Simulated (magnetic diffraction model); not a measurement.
# Magnetic neutron pattern of BeFe₄Ge₆

Space group I-42m (no. 121), a = 5.9720 Å, c = 8.5370 Å.

```
site  atom       x       y       z
  4c    Ge     1/2       0       0
  8i    Ge  0.3281  0.6719  0.2116
  8i    Fe  0.1771  0.8229  0.4177
  2a    Be       0       0       0
```

The compound is invented for this exercise: a known structure type with other elements, its cell scaled to their sizes and not relaxed.

Only Fe is taken to order (form factors of Fe2+); orders and moment sizes are assumed, and not adapted to the symmetry. Radiation: neutrons of λ = 1.8 Å, 3° to 65°; isotropic B of 0.69 Å² (Ge), 0.67 Å² (Fe) and 0.89 Å² (Be). The intensities are simulated: I ∝ L Σ (|F_N|² + |F_M⊥|²) for unpolarised neutrons, with F_M = 2.695 fm/μB × Σ f(s) S exp(2πi Q·r) exp(−B s²) at Q = H ± k (one set where k and −k are equivalent), only the part normal to Q counting and L = 1/(sin²θ cos θ). For collinear order S is the moment m, which repeats by lattice and centring translations R with the sign exp(−2πi k·R). Form factors are spin-only for 3d ions and dipole or tabulated for f ions, scattering lengths are Sears's of 1992, and absorption is left out. A label names one of the reflections at its angle. The strongest nuclear line in the range is 100, and lines under 0.2 are left out.

Assume the order k = (0 0 0), collinear moments along [100], 1.76 μB on Fe; signs + at (0.1771, 0.8229, 0.4177), − at (0.8229, 0.1771, 0.4177), + at (0.6771, 0.6771, 0.0823), − at (0.3229, 0.3229, 0.0823).

Q: Where does magnetic intensity appear, and how strong is it?

```tsv
2θ (°)	index	nuclear	magnetic
21.20	(1 0 1)	16.6	8.8
24.34	(0 0 2)	6.1	0.0
24.61	(1 1 0)	2.1	1.2
34.89	(1 1 2)	19.2	1.4
35.08	(2 0 0)	8.3	0.0
41.02	(1 0 3)	13.2	3.0
41.35	(2 1 1)	37.3	1.8
43.16	(2 0 2)	31.1	1.6
49.88	(0 0 4)	4.5	0.0
50.46	(2 2 0)	33.6	0.2
55.05	(2 1 3)	100.0	0.8
55.32	(3 0 1)	55.9	0.0
56.39	(1 1 4)	55.5	0.3
56.79	(2 2 2)	13.9	0.3
56.92	(3 1 0)	38.2	0.8
62.44	(2 0 4)	12.1	0.5
62.81	(3 1 2)	1.2	0.5
```

The strongest magnetic line in the range is (1 0 1) at 21.20° (8.8). On top of the Lorentz factor, which all lines share, magnetic lines fade with angle because f falls: for Fe2+ it is 0.90, 0.68, 0.45 and 0.15 at sin θ/λ = 0.1, 0.2, 0.3 and 0.5 Å⁻¹, while nuclear lengths stay constant. The order has no net moment.

[Logs are printed without paths, hosts, clocks, repeated set-up lines and the standing remarks that a program may print on its own settings, such as how far it seeks lower states.]
